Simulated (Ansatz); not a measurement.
## Tl (P6_3/mmc, 2 atoms in the cell): the cell at rest

Wanted: the relaxed cell of Tl (P6_3/mmc, 2 atoms in the cell).

Program: Ansatz 0.2.0. Level of theory: DFT PBEsol, scalar-relativistic, plane waves, PAW; PAW set soft_1. Results are calculated unless marked as measured.

This is a report of a sequence of runs, with most program output left out.

### 1. Set-up

It takes space group P6_3/mmc (No. 194, hexagonal). Conventional cell: a = 3.456 Å, b = 3.456 Å, c = 5.525 Å, α = 90.00°, β = 90.00°, γ = 120.00°. Nearest to Tl lie 12 Tl at 3.41 to 3.46 Å.

### 2. Probe on a coarse mesh

A quick single point on a coarse mesh tells whether the cell has a gap and how far it is from rest, which sets the k mesh and smearing that follow.

Contents of input.yaml:

```yaml
crystal:
  lattice:
    - [3.456, 0.0, 0.0]
    - [-1.728, 2.9929837955, 0.0]
    - [0.0, 0.0, 5.525]
  atoms:
    - { symbol: Tl, position: [0.3333333333, 0.6666666667, 0.25] }
    - { symbol: Tl, position: [0.6666666667, 0.3333333333, 0.75] }
kpoints:
  mp_grid: { grid: [6, 6, 4] }
hamiltonian:
  xc: pbesol
  pseudopotentials: { kind: paw, azcp: { folder: soft_1 }, xc_functional: pbe }
scf:
  occupations: { method: gaussian, width: 0.1 }
output:
  forces: true
  stress: true
  eigenvalues: true
```

Run with:

```
$ ansatz run input.yaml --threads 4 --pin off --max-ram 10240MiB --backend cpu --events-out ev --progress --plain --runs-dir out
```

The job ended after 5 s (4 threads of AMD EPYC 9R45 (Zen 5), shared host; peak memory 0.42 GiB).

This step gave:

```yaml
pressure: -0.08087 GPa
volume_per_atom: 28.57 Å³
gap_on_the_k_mesh: 0 eV
```

The coarse mesh shows no gap and a pressure of -0.1 GPa.

### 3. Bringing the structure to rest

Harmonic phonons are second derivatives at a point where the forces vanish, and they are wanted at zero stress, so atoms and cell are relaxed first.

Changes to input.yaml since step 2:

```diff
@@ -9,3 +9,3 @@
 kpoints:
-  mp_grid: { grid: [6, 6, 4] }
+  mp_grid: { grid: [15, 15, 8] }
 hamiltonian:
@@ -19 +19,6 @@
   eigenvalues: true
+relax:
+  adjacent_minimum: "off"
+  f_tol: 0.005
+  max_steps: 80
+  cell: { stress_tol: 0.05 }
```

Wall time 3.1 s (4 threads); peak memory 0.55 GiB.

Step by step:

| step | energy less that of the first step (eV) | largest force component (eV/Å) | pressure (GPa) | volume (Å³) |
| --- | --- | --- | --- | --- |
| 1 | 0.0000 | 0.0000 | 0.01 | 57.15 |
| 2 | -0.0005 | 0.0000 | 0.01 | 57.16 |
| 3 | -0.0017 | 0.0000 | -0.03 | 57.32 |
| 4 | -0.0017 | 0.0000 | 0.05 | 57.24 |
| 5 | -0.0017 | 0.0000 | -0.01 | 57.31 |
| 6* | -0.0017 | 0.0000 | -0.01 | 57.31 |

Relaxation steps marked * repeat the geometry before them on a plane-wave basis chosen anew for their cell, so energy and pressure can jump there.

Forces are held to the 24 operations that the run works with; a distortion that breaks them can't arise in this run.

| conventional cell, symmetrised | before | after | change |
| --- | --- | --- | --- |
| a (Å) | 3.456 | 3.503 | +1.3 % |
| b (Å) | 3.456 | 3.503 | +1.3 % |
| c (Å) | 5.525 | 5.395 | -2.4 % |
| volume (Å³/atom) | 28.57 | 28.66 | +0.3 % |

Final coordinates:

```xyz
2
Lattice="3.5025 0.0000 0.0000 -1.7513 3.0333 0.0000 0.0000 0.0000 5.3945" Properties=species:S:1:pos:R:3 pbc="T T T"
Tl    0.0000    2.0222    1.3486
Tl    1.7513    1.0111    4.0459
```

This step gave:

```
pressure        : -0.01002 GPa
volume per atom : 28.66 Å³
```

In this step the volume went from 28.57 to 28.66 Å³/atom.

### 4. Relaxing to small forces for the phonons

Phonons need a cell at rest on their own settings, so the relaxation is repeated with tight tolerances on forces and stress, using the mesh and the filling of the phonon run that follows.

input.yaml, the sections that differ from step 3:

```yaml
crystal:
  lattice:
    - [3.5025022464, 0.0, 0.0]
    - [-1.7512511232, 3.0332559222, 0.0]
    - [0.0, 0.0, 5.3945290826]
  atoms:
    - { symbol: Tl, position: [0.3333333333, 0.6666666667, 0.25] }
    - { symbol: Tl, position: [0.6666666667, 0.3333333333, 0.75] }
scf:
  occupations: { method: methfessel_paxton, width: 0.2 }
relax:
  adjacent_minimum: "off"
  f_tol: 0.001
  max_steps: 60
  cell: { stress_tol: 0.01 }
# kpoints, hamiltonian, output: as in step 3
```

The job ended after 1.6 s (4 threads; peak memory 0.55 GiB).

Little changed from the start: no atom moved by 0.005 Å and no cell edge by 0.1 %.

This step gave:

| Property | Result |
| --- | --- |
| pressure | -0.001686 GPa |
| volume per atom | 28.64 Å³ |

The forces vanish by symmetry and the pressure is -0.002 GPa, within the tolerances set. The cell now holds 28.64 Å³/atom.

### 5. Outcome

```json
{"space group after relaxation (within 0.01 Å)": "P6_3/mmc", "lattice constant a": "3.502 Å", "lattice constant b": "3.502 Å", "lattice constant c": "5.393 Å", "volume per atom": "28.6 Å³"}
```

The forces vanish by symmetry and the pressure is -0.002 GPa, within the tolerances set. The cell now holds 28.64 Å³/atom. The relaxation keeps the symmetry of its start, so it says nothing on stability against lower symmetry. Spin-orbit coupling is left out, which can matter for the heavy elements here. The PAW files were made for PBE and serve the other functionals too.

[Logs are printed without paths, hosts, clocks, repeated set-up lines and the standing remarks that a program may print on its own settings, such as how far it seeks lower states.]

[Hosts, paths, dates, database ids (printed as entryN), source tags and the programs' standing remarks are cut or masked in the printed files.]
